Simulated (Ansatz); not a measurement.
An input for Ansatz 0.2.0 (NaCl (Halite)):

```yaml
crystal:
  lattice:
    - [0.0, 2.82005, 2.82005]
    - [2.82005, 0.0, 2.82005]
    - [2.82005, 2.82005, 0.0]
  atoms:
    - { symbol: Na, position: [0.0, 0.0, 0.0] }
    - { symbol: Cl, position: [0.5, 0.5, 0.5] }
kpoints:
  mp_grid: { grid: [6, 6, 6] }
hamiltonian:
  xc: { exchange: pbe, correlation: pbe, exx: { coeff: 0.2 } }
  pseudopotentials: { kind: paw, azcp: { folder: soft_1 } }
scf:
  occupations: { method: fixed }
gw:
  n_empty_bands: 187
  ecut_chi: 150.0
  qp_bands: [v2, c2]
  qp_kpoints: band_edges
  screening: { model: contour_deformation }
```

```sh
ansatz run input.yaml --threads 4 --pin off --max-ram 138240MiB --backend cuda --events-out ev --progress --plain --runs-dir out --devices 1 --max-vram 26GiB
```

**Question.** Estimate wall time and host memory on 1 × NVIDIA H100 80GB HBM3 (shared by 3 runs) with 4 threads of AMD EPYC 7R13 (Zen 3), shared host.

It took 25 s; on shared hardware allow 13 s to 50 s. Peak host memory was 1.3 GiB. The sizes that set the cost: 893 plane waves a state, 16 irreducible k points, 195 bands summed, 169 plane waves in the screening and 11 SCF cycles.

The screening grows as filled bands × empty bands × pairs of k points, times the square of the screening basis for the matrix.

[Paths, hosts, dates, memory and timing lines, banners, echoed tables and standing remarks are left out of the program output.]

[Logs are printed without paths, hosts, clocks, repeated set-up lines and the standing remarks that a program may print on its own settings, such as how far it seeks lower states.]

[Runs of the session that timed out or met a known fault of the program may be left out.]

[Cells called generated may have been cut or substituted from an entry of the Crystallography Open Database or the Materials Project.]

[Hosts, paths, dates, database ids (printed as entryN), source tags and the programs' standing remarks are cut or masked in the printed files.]
